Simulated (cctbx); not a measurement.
# Resonant diffraction in Eu3WS6

Space group P2_1/c (no. 14), a = 6.8020 Å, b = 7.2730 Å, c = 12.1319 Å, α = 90.00°, β = 122.45°, γ = 90.00°.

| atom | mult. | x | y | z | Ueq (Å²) |
| --- | --- | --- | --- | --- | --- |
| W1 | 2 | 0 | 0 | 1/2 | 0.0115 |
| Eu1 | 2 | 1/2 | 0 | 0 | 0.0116 |
| Eu2 | 4 | 0.2696 | 0.0569 | 0.2581 | 0.0124 |
| S1 | 4 | 0.7734 | 0.2790 | 0.4354 | 0.0222 |
| S2 | 4 | 0.3339 | 0.3287 | 0.0532 | 0.0185 |
| S3 | 4 | 0.1124 | 0.4581 | 0.2313 | 0.0204 |

This is a model crystal, built by substitution and not relaxed, with assumed displacement parameters.

Calculated with cctbx: free-atom f′ and f″ from the Sasaki tables, no fine structure; amplitudes in electrons.

```
E (eV)  F 2 0 0  F 0 2 2  F 1 2 0  F 0 1 3
  6377     27.0     18.9     50.5      6.5
  6727     23.8     17.3     54.4      4.4
  6857     21.0     15.9     58.0      5.9
  6917     18.2     14.5     61.5      9.0
  6947     15.7     13.2     64.8     12.3
  6962     13.0     11.8     68.2     15.9
  6969     10.7     10.7     71.3     19.1
  6973      8.2      9.4     74.6     22.7
  6981     11.5      8.0     75.6     26.9
  6985     13.5      9.6     71.8     23.3
  6992     15.6     11.0     68.4     20.4
  7007     18.0     12.5     64.7     17.5
  7037     20.3     14.0     61.3     15.2
  7127     23.7     16.1     56.3     12.8
  7377     26.1     17.7     52.7     11.7
```

**Question.** Which edge is crossed, and why do the reflections move as they do?

The L3 edge of Eu. The edge is at 6977 eV. f′ of Eu falls from -11.9 e at 6857 eV to -19.2 e at 4 eV below it, and f″ steps from 3.62 to 10.62 e across it. Over that approach |F| changes by -61 % (2 0 0), -41 % (0 2 2), +29 % (1 2 0) and +285 % (0 1 3): a reflection falls where Eu scatters in phase with the total and rises where it scatters against it; it hardly moves where the Eu term is small or cancels by symmetry. Above the edge the larger f″ enters the imaginary part, where it can add to or cancel the other atoms' f″. The structure is centrosymmetric, so Friedel mates stay equal.

[Logs are printed without paths, hosts, clocks, repeated set-up lines and the standing remarks that a program may print on its own settings, such as how far it seeks lower states.]
